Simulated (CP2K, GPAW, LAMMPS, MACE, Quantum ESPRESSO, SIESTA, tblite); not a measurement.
# Which site? Si in place of Ge in amorphous Ge (61 atoms), by several methods

At which of several sites of amorphous Ge (61 atoms) does Si in place of Ge cost least, and do cheaper methods find the same site as plane waves?

Results are calculated, not measured.

## (1) Set-up

The cell holds 61 atoms (61 Ge), with edges of 11.19, 11.19 and 11.19 Å. Recipe: 61 atoms (61 Ge) placed at random at 5.25 g/cm³, melted at 3500 K for 10 ps at fixed volume with the Tersoff potential (Tersoff, Phys. Rev. B 39, 5566 (1989)). Quenched from 3500 K to 500 K at 3 K/ps and fixed volume, held 5 ps. Then the atoms were relaxed with MACE MPA-0 medium in the fixed cell.

## (2) The reference input

Quantum ESPRESSO 7.5: Kohn-Sham DFT, PBE, SSSP efficiency 1.3.0 pseudopotentials, plane waves. Its input, pw.in, for the unchanged cell:

```
&control
  calculation = 'scf'
  pseudo_dir = './pseudo'
  outdir = './tmp'
  disk_io = 'none'
  tprnfor = .true.
  tstress = .true.
/
&system
  ibrav = 0
  nat = 61
  ntyp = 1
  ecutwfc = 45
  ecutrho = 360
  nosym = .true.
  occupations = 'smearing'
  smearing = 'fd'
  degauss = 0.003675
/
&electrons
  conv_thr = 3.0e-07
  electron_maxstep = 100
  mixing_beta = 0.2
  mixing_mode = 'local-TF'
  diagonalization = 'david'
/
ATOMIC_SPECIES
Ge 72.630 Ge.upf
CELL_PARAMETERS angstrom
11.18750 0.00000 0.00000
0.00000 11.18750 0.00000
0.00000 0.00000 11.18750
ATOMIC_POSITIONS crystal
Ge 0.29841 0.96041 0.40246
Ge 0.31852 0.34014 0.45301
Ge 0.28230 0.87140 0.92623
Ge 0.75106 0.99835 0.80075
[... 55 atom lines left out ...]
Ge 0.90082 0.44997 0.95726
Ge 0.90389 0.69428 0.19325
K_POINTS gamma
```

```console
$ OMP_NUM_THREADS=1 mpirun -np 4 pw.x -in pw.in > output.txt
```

Run time: 2.5 min. Hardware: 4 MPI ranks of Arm Neoverse V2, shared host; peak memory 4.1 GiB; 10 min of CPU time.

It converged with an r.m.s. force component of 0.17 eV/Å and a pressure of 2.9 GPa.

## (3) Levels of theory

The levels share the cells and solve them as single points, though not every level runs every cell. CPU time is summed over a level's finished runs, on a host shared with the other runs, so it is rough; the force column is the median over cells of the r.m.s. difference of force components from the reference.

| level | basis or training data | k-points | runs finished | CPU time | peak memory (GiB) | force difference (meV/Å) |
| --- | --- | --- | --- | --- | --- | --- |
| QE, PBE | plane waves, SSSP efficiency, 45/360 Ry | Γ | 4 of 4 | 43 min | 4.1 | reference |
| CP2K double zeta, PBE | DZVP-MOLOPT-SR, GTH-PBE potentials, 350 Ry | Γ | 3 of 3 | 3.5 min | 1.8 | 25 |
| GPAW dzp, PBE | dzp orbitals, PAW, h 0.18 Å | Γ | 3 of 3 | 11 min | 1.9 | 44 |
| SIESTA DZP, PBE | DZP orbitals, shift 0.01 Ry, mesh 300 Ry | Γ | 3 of 3 | 15 min | 1.3 | 109 |
| CP2K double zeta, LDA | DZVP-MOLOPT-SR, GTH-PADE potentials, 350 Ry | Γ | 3 of 3 | 2.9 min | 1.7 | 96 |
| CP2K double zeta, RPBE | DZVP-MOLOPT-SR, GTH-PBE potentials, 350 Ry | Γ | 3 of 3 | 3.5 min | 1.8 | 24 |
| tblite GFN1-xTB | tight binding with its own dispersion term | Γ | 3 of 3 | 16 s | 0.15 | 141 |
| MACE MP-0b3 medium | trained on PBE(+U) plane-wave data | - | 4 of 4 | 24 s | 0.81 | 175 |
| MACE MPA-0 medium | trained on PBE(+U) plane-wave data | - | 4 of 4 | 23 s | 0.81 | 171 |

The reference's own r.m.s. force component runs from 169 to 175 meV/Å over these cells. MACE MPA-0 medium relaxed the atoms, so in the cells that it relaxed its own forces are small, and its entry isn't an independent test there.

## (4) The sites

Each changed cell was relaxed with MACE MPA-0 medium before the single points. Neighbours are the site's nearest atoms before the change.

```tsv
site	nearest atoms	their mean distance (Å)	atoms within 6 Å	largest move on relaxing (Å)	longest force left in the reference (eV/Å)
Ge43	Ge5	2.57	37	0.08	0.53
Ge34	Ge4	2.51	41	0.08	0.54
Ge29	Ge3	2.49	36	0.28	0.59
```

## (5) Site energies

All changed cells hold the same atoms, so within one level their energies compare with no chemical potential. Energies in eV, less that of Ge43, the reference's cheapest site; the last column is the largest deviation from the reference once each row's mean is taken off.

```tsv
level	Ge43	Ge34	Ge29	cheapest	largest deviation
QE, PBE	0.00	0.06	0.39	Ge43	-
CP2K double zeta, PBE	0.00	0.06	0.44	Ge43	0.03
GPAW dzp, PBE	0.00	0.07	0.45	Ge43	0.04
SIESTA DZP, PBE	0.00	0.07	0.57	Ge43	0.11
CP2K double zeta, LDA	0.00	0.04	0.27	Ge43	0.08
CP2K double zeta, RPBE	0.00	0.06	0.42	Ge43	0.02
tblite GFN1-xTB	0.00	0.16	0.47	Ge43	0.06
MACE MP-0b3 medium	0.00	0.12	0.22	Ge43	0.13
MACE MPA-0 medium	0.00	-0.03	0.11	Ge34	0.16
```

## (6) Findings

In the reference the cheapest site is Ge43 (Ge5) and the dearest Ge29 (Ge3), 0.39 eV higher. 7 of the 8 other levels pick the same cheapest site; MACE MPA-0 medium picks Ge34. The two cheapest sites lie only 0.058 eV apart in the reference, so their order is fragile.

CP2K double zeta, RPBE follows the reference most closely (0.02 eV at worst) and MACE MPA-0 medium least (0.16 eV). The other programs at PBE deviate by 0.11 eV at most, the learned potentials by 0.13 to 0.16 eV.

Caveats: The geometries are those of MACE MPA-0 medium; forces of up to 0.59 eV/Å remain in the reference, so relaxing in DFT would lower the energies, by amounts that can differ from site to site and can change the order. For MACE MPA-0 medium alone these are relaxed energies. Defects interact with their periodic images. Only 3 of the 61 Ge sites are compared. Learned potentials don't solve for electrons, so the charge or spin state of a defect can't be set in them. The quench rate of 3 K/ps is many orders above laboratory rates, so the cell is likely richer in defects and strain than a real sample. The reference samples only Γ, in a cell whose shortest periodic width is 11 Å. The reference isn't exact: its cutoffs and mesh weren't converged further here. SIESTA's automatically made basis is far from complete, and its potentials were converted by us (checked for H, C, O, Si, Ge and Ca alone). Spin–orbit coupling is left out. Where levels are smeared, the DFT runs use Fermi–Dirac occupations at 580 K (0.05 eV), and energies are free energies.

[Logs are printed without paths, hosts, clocks, repeated set-up lines and the standing remarks that a program may print on its own settings, such as how far it seeks lower states.]

[Hosts, paths, dates, database ids (printed as entryN), source tags and the programs' standing remarks are cut or masked in the printed files.]
